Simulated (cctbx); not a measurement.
# A disordered crystal of nominal SrSmAl12

Cell a = 5.1710 Å, b = 5.1710 Å, c = 10.2020 Å, α = 90.00°, β = 90.00°, γ = 90.00°; space group P4/mmm (no. 123); nominal formula SrSmAl12.

The data are simulated with cctbx, not measured: Cu Kα, λ = 1.54184 Å, to d = 0.8 Å, 50 % of the full sphere, strongest reflection 20000 counts, noise from counting, a 6 % proportional error and a noise floor of 8 counts (s.d.); no absorption.

With every site full:

```text
Rint 0.044, 209 unique reflections to 0.80 A
cycle     R1     wR2    GooF  max shift (A)
   1  0.1040  0.2356   7.122   0.00592
   2  0.0257  0.0683   2.065   0.00001
final R1 0.0257 wR2 0.0683 GooF 2.065  parameters 16  data/parameter 13.1
atom        x        y        z      Ueq    occ   su(xyz)  su(Uiso or U11)
Sm1    0.00000  0.00000  0.50000   0.0078  1.000  0.00000  0.0003
Sr1    0.00000  0.00000  0.00000   0.0141  1.000  0.00000  0.0005
Al1    0.79376  0.50000  0.74323   0.0122  1.000  0.00034  0.0010
Al2    0.50000  0.50000  0.59559   0.0119  1.000  0.00031  0.0010
Al3    0.50000  0.50000  0.10322   0.0118  1.000  0.00031  0.0010
difference map: max 0.56 min -2.84 rms 0.19
Q1    0.0000  0.5000  0.0000    2    0.60  2.59 A from Sr1
Q2    0.0000  0.2131  0.0000    4    0.54  1.10 A from Sr1
Q3    0.0000  0.5000  0.5000    2    0.52  2.59 A from Sm1
Q4    0.0000  0.2095  0.2550    8    0.48  1.84 A from Al1
Q5    0.5000  0.5000  0.5000    1    0.45  0.98 A from Al2
Q6    0.5000  0.5000  0.0000    1    0.41  1.05 A from Al3
```

With the occupancies of the suspect sites free, each still typed as its main element:

```text
Rint 0.044, 209 unique reflections to 0.80 A
cycle     R1     wR2    GooF  max shift (A)
   1  0.0655  0.1533   4.645   0.00258
   4  0.0125  0.0295   0.895   0.00003
final R1 0.0125 wR2 0.0295 GooF 0.894  parameters 17  data/parameter 12.3
atom        x        y        z      Ueq    occ   su(xyz)  su(Uiso or U11)
Sm1    0.00000  0.00000  0.50000   0.0074  1.000  0.00000  0.0001
Sr1    0.00000  0.00000  0.00000   0.0084  0.901  0.00000  0.0003
Al1    0.79349  0.50000  0.74315   0.0118  1.000  0.00015  0.0004
Al2    0.50000  0.50000  0.59573   0.0121  1.000  0.00014  0.0004
Al3    0.50000  0.50000  0.10354   0.0118  1.000  0.00014  0.0004
su of occupancy Sr1: 0.003
difference map: max 0.42 min -0.32 rms 0.09
Q1    0.0000  0.5000  0.0000    2    0.44  2.59 A from Sr1
Q2    0.0000  0.2022  0.2541    8    0.40  1.87 A from Al1
Q3    0.5000  0.5000  0.5000    1    0.37  0.98 A from Al2
Q4    0.0000  0.5000  0.5000    2    0.34  2.59 A from Sm1
Q5    0.0000  0.1950  0.0000    4    0.31  1.01 A from Sr1
Q6    0.0000  0.5000  0.2301    4    0.31  1.10 A from Al1
```

**Question.** What is the disorder?

X-rays count electrons. Sr1 refines to 0.901(0.003), or 34.2 electrons; the site truly holds 0.9 Sr, 34.2 electrons, which is 0.900 of Sr. A value under 1 can't tell vacancies from a lighter guest, and one over 1 needs a heavier guest; chemistry or a second radiation must settle which. Occupancy correlates with U and the scale, so the match is approximate.

Freeing them takes R1 from 0.0257 to 0.0125 and GooF from 2.06 to 0.89.

The model was made for the exercise: a known structure type with other elements put in, its volume estimated, not relaxed; displacement parameters are assumed.

[Middle refinement cycles are left out of these outputs.]

[Logs are printed without paths, hosts, clocks, repeated set-up lines and the standing remarks that a program may print on its own settings, such as how far it seeks lower states.]
